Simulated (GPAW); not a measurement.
## How the form of the self-energy moves the gap of BiOCl (P4/nmm)

Wanted: the gap of BiOCl (P4/nmm) under several approximations, with cost.

Program: GPAW 26.7.0. Level of theory: LDA and many-body steps on it, plane waves. Results are calculated unless marked as measured.

**What was measured.**

- Gap 3.36 eV: optical gap from Kubelka-Munk/Tauc analysis; UV-vis diffuse reflectance; powder (solvothermal hierarchical microspheres made without additive) (“Hydrothermal Crystallization of Bismuth Oxychlorides (BiOCl) Using Different Shape Control Reagents”, 2021, pmc:8123882).

- Gap 3.44 eV: optical gap from Tauc plot; UV-vis diffuse reflectance; powder (hydrothermal powder) (“Synergistic Piezo-Photocatalysis of BiOCl/NaNbO3 Heterojunction Piezoelectric Composite for High-Efficient Organic Pollutant Degradation”, 2022, pmc:8839476).

Most raw output is cut from this account.

## (1) The structure

Symmetry: P4/nmm, No. 129, tetragonal system. The conventional cell has a = 3.886 Å, b = 3.886 Å, c = 7.349 Å, α = 90.00°, β = 90.00°, γ = 90.00°. Nearest to Bi lie 4 O at 2.31 Å and 4 Cl at 3.06 Å. Nearest to Cl lie 4 Bi at 3.06 Å. Nearest to O lie 4 Bi at 2.31 Å. Farther neighbours and most contacts between anions are not listed.

As a file:

```xyz
6
Lattice="3.8855 0.0000 0.0000 0.0000 3.8855 0.0000 0.0000 0.0000 7.3489" Properties=species:S:1:pos:R:3 pbc="T T T"
Bi    1.9428    0.0000    2.4181
Bi    0.0000    1.9428    4.9308
Cl    0.0000    1.9428    1.0818
Cl    1.9428    0.0000    6.2671
O     0.0000    0.0000    3.6744
O     1.9428    1.9428    3.6744
```

The cell and positions come from the Crystallography Open Database and are kept as given unless a step says otherwise. Spin-orbit coupling is left out unless a step names it.

## (2) Empty states on the mesh, 4×4×2 mesh, 1005 bands

This step: GPAW 26.7.0; DFT, LDA, plane waves, PAW.

The sums over transitions need many empty states on a uniform mesh; this step solves for them.

run.py

```python
import json
import numpy as np
from gpaw.mpi import world
from gpaw import GPAW

calc = GPAW('gs.gpw').fixed_density(kpts={'size': (4, 4, 2), 'gamma': True},
    parallel={'domain': 1, 'band': 1},
    txt='nscf.txt')
calc.diagonalize_full_hamiltonian(nbands=1005)
calc.write('full.gpw', mode='all')
res = {}
kpts = calc.get_ibz_k_points()
res['kpts'] = kpts
res['eigenvalues'] = [calc.get_eigenvalues(kpt=k) for k in range(len(kpts))]
res['n_electrons'] = calc.get_number_of_electrons()

if world.rank == 0:
    with open('result.json', 'w') as f:
        json.dump(res, f, default=lambda x: x.tolist())
```

Command:

```bash
$ mpirun -n 4 gpaw python run.py
```

Wall time 2.7 min (4 MPI ranks of Arm Neoverse V2, shared host); peak memory 5.6 GiB; 11 min of CPU time.

Numbers from this step:

| Property | Result |
| --- | --- |
| gap | 2.538 eV |
| k of the valence top | 0.5, 0, 0.5 |
| k of the conduction bottom | 0, 0, 0.5 |
| least direct gap | 2.825 eV |
| k points computed | 12 |
| lowest point of the top converged band, above the valence top | 233.5420 eV |

On this mesh the gap is 2.538 eV.

## (3) G0W0, Godby-Needs plasmon pole

Now the one-shot GW correction: screening in the RPA, then the self-energy of the levels asked for.

This step: G0W0 on LDA, plane waves, PAW.

run.py

```python
import json
import numpy as np
from gpaw.mpi import world
from gpaw.response.g0w0 import G0W0

gw = G0W0('full.gpw',
    filename='gw',
    kpts=[0, 1, 7],
    bands=(26, 30),
    ecut=150,
    nbands=462,
    integrate_gamma='WS',
    ppa=True)
gw.calculate()
res = {mode: {k: v for k, v in r.items() if k != 'sigma_eskwn'}
       for mode, r in gw.all_results.items()}

if world.rank == 0:
    with open('result.json', 'w') as f:
        json.dump(res, f, default=lambda x: x.tolist())
```

Command:

```bash
$ mpirun -n 4 gpaw python run.py
```

It took 10 min on 4 MPI ranks; peak memory 2.8 GiB.

Numbers from this step:

```
G0W0 gap on the points computed              : 3.662 eV
least direct G0W0 gap on the computed points : 3.825 eV
Z at the valence top                         : 0.7821
Z at the conduction bottom                   : 0.8257
starting gap on the mesh                     : 2.538 eV
k of the valence top                         : 0.5, 0, 0.5
k of the conduction bottom                   : 0, 0, 0.5
```

The gap on the mesh goes from 2.54 eV to 3.66 eV, a correction of +1.12 eV.

## (4) One-shot HSE06

This step: one-shot HSE06 levels on LDA orbitals, plane waves, PAW.

run.py

```python
import json
import numpy as np
from gpaw.mpi import world
from gpaw.hybrids.eigenvalues import non_self_consistent_eigenvalues

dft, vxc, vxc_hyb = non_self_consistent_eigenvalues('full.gpw', 'HSE06', 26, 30, kpt_indices=[0, 1, 7])
res = {'dft': dft[0], 'hybrid': (dft - vxc + vxc_hyb)[0]}
if world.rank == 0:
    with open('hybrid.txt', 'w') as f:
        for k, e0, e1 in zip([0, 1, 7], res['dft'], res['hybrid']):
            print(k, ' '.join(f'{x:9.4f}' for x in e0), '|', ' '.join(f'{x:9.4f}' for x in e1), file=f)

if world.rank == 0:
    with open('result.json', 'w') as f:
        json.dump(res, f, default=lambda x: x.tolist())
```

Command:

```bash
$ mpirun -n 4 gpaw python run.py
```

Wall time 5.4 s (4 MPI ranks); peak memory 1.7 GiB.

Numbers from this step:

```
starting gap on the mesh                       : 2.538 eV
hybrid gap on the mesh                         : 3.817 eV
least direct hybrid gap on the computed points : 4.238 eV
```

## (5) One-shot PBE0

This step: one-shot PBE0 levels on LDA orbitals, plane waves, PAW.

run.py: that of step 4 with these lines changed.

```diff
@@ -5,3 +5,3 @@
 
-dft, vxc, vxc_hyb = non_self_consistent_eigenvalues('full.gpw', 'HSE06', 26, 30, kpt_indices=[0, 1, 7])
+dft, vxc, vxc_hyb = non_self_consistent_eigenvalues('full.gpw', 'PBE0', 26, 30, kpt_indices=[0, 1, 7])
 res = {'dft': dft[0], 'hybrid': (dft - vxc + vxc_hyb)[0]}
```

Command:

```bash
$ mpirun -n 4 gpaw python run.py
```

Run time: 5.3 s. Hardware: 4 MPI ranks; peak memory 1.7 GiB; 21 s of CPU time.

This step gave:

```
starting gap on the mesh                       : 2.538 eV
hybrid gap on the mesh                         : 4.499 eV
least direct hybrid gap on the computed points : 4.931 eV
```

## (6) G0W0, full frequency, Hilbert transform

This step: G0W0 on LDA, plane waves, PAW.

run.py

```python
import json
import numpy as np
from gpaw.mpi import world
from gpaw.response.g0w0 import G0W0

gw = G0W0('full.gpw',
    filename='gw',
    kpts=[0, 1, 7],
    bands=(26, 30),
    ecut=150,
    nbands=462,
    integrate_gamma='WS',
    frequencies={'type': 'nonlinear', 'domega0': 0.1, 'omega2': 15.0},
    eta=0.1,
    nblocksmax=True)
gw.calculate()
res = {mode: {k: v for k, v in r.items() if k != 'sigma_eskwn'}
       for mode, r in gw.all_results.items()}

if world.rank == 0:
    with open('result.json', 'w') as f:
        json.dump(res, f, default=lambda x: x.tolist())
```

Command:

```bash
$ mpirun -n 4 gpaw python run.py
```

It took 21 min on 4 MPI ranks; peak memory 6.9 GiB.

Numbers from this step:

* G0W0 gap on the points computed: 3.693 eV
* least direct G0W0 gap on the computed points: 3.879 eV
* Z at the valence top: 0.7554
* Z at the conduction bottom: 0.8131
* starting gap on the mesh: 2.538 eV
* k of the valence top: 0.5, 0, 0.5
* k of the conduction bottom: 0, 0, 0.5

Against G0W0 in GPAW (4×4×2 mesh, 462 bands, screening to 150 eV, Godby-Needs plasmon pole), the gap moves by +0.031 eV.

## (7) Side by side

Times are wall times on 4 MPI ranks of Arm Neoverse V2, shared host, good to a factor of about two.

```tsv
run	mesh	bands	screening cutoff (eV)	DFT gap (eV)	gap on the mesh (eV)	direct (eV)	time
G0W0, Godby-Needs plasmon pole	4×4×2	462	150	2.538	3.662	3.825	10 min
one-shot HSE06	4×4×2	-	-	2.538	3.817	4.238	5.4 s
one-shot PBE0	4×4×2	-	-	2.538	4.499	4.931	5.3 s
G0W0, full frequency, Hilbert transform	4×4×2	462	150	2.538	3.693	3.879	21 min
```

## (8) Summary of results

| Item | Value |
| --- | --- |
| G0W0, Godby-Needs plasmon pole | 3.662 eV |
| one-shot HSE06 | 3.817 eV |
| one-shot PBE0 | 4.499 eV |
| G0W0, full frequency, Hilbert transform | 3.693 eV |
| known limits | not at the basis limit; no spin-orbit coupling; coarse k mesh |

What this shows: One-shot HSE06: +0.154 eV against G0W0, Godby-Needs plasmon pole. One-shot PBE0: +0.836 eV against G0W0, Godby-Needs plasmon pole. G0W0, full frequency, Hilbert transform: +0.031 eV against G0W0, Godby-Needs plasmon pole. One-shot hybrid levels are evaluated on the LDA orbitals. Against experiment, by G0W0, Godby-Needs plasmon pole: the gap of 3.66 eV lies +0.30 eV from the measured 3.36 eV (optical, 2021); the gap of 3.66 eV lies +0.22 eV from the measured 3.44 eV (optical, 2022). An exciton line or allowed optical edge lies below the quasiparticle gap by the binding energy; a forbidden edge can push the onset above it. These are gaps on the mesh, at modest bands and cutoff. The calculation has static nuclei and no excitons; a measured gap holds zero-point and thermal motion, which mostly lowers it. With atoms this heavy the missing spin-orbit coupling can matter too. Bands and cutoff are finite, so the gap is not at the basis limit. The miss can reach some tenths of an eV and take either sign; the mesh is an error of its own. These stock PAW sets were not made for GW. In the G0W0 runs levels were corrected at 3 k points alone, so a gap called «on the mesh» is the least over those, and an edge elsewhere would be missed. A denser mesh or path gives a starting gap of 2.46 eV: the GW mesh misses a band edge, so its gaps are not the fundamental one. The 4×4×2 mesh is coarse for this cell, which bears on the long-range parts of exchange and screening. Where an edge is built on 6p states of lead, bismuth or thallium, scalar-relativistic gaps usually stand too wide, by a few tenths to over one eV.

[Paths, hosts, dates, memory and timing lines, banners, echoed tables and standing remarks are left out of the program output.]

[Logs are printed without paths, hosts, clocks, repeated set-up lines and the standing remarks that a program may print on its own settings, such as how far it seeks lower states.]

[Runs of the session that timed out or met a known fault of the program may be left out.]

[Hosts, paths, dates, database ids (printed as entryN), source tags and the programs' standing remarks are cut or masked in the printed files.]
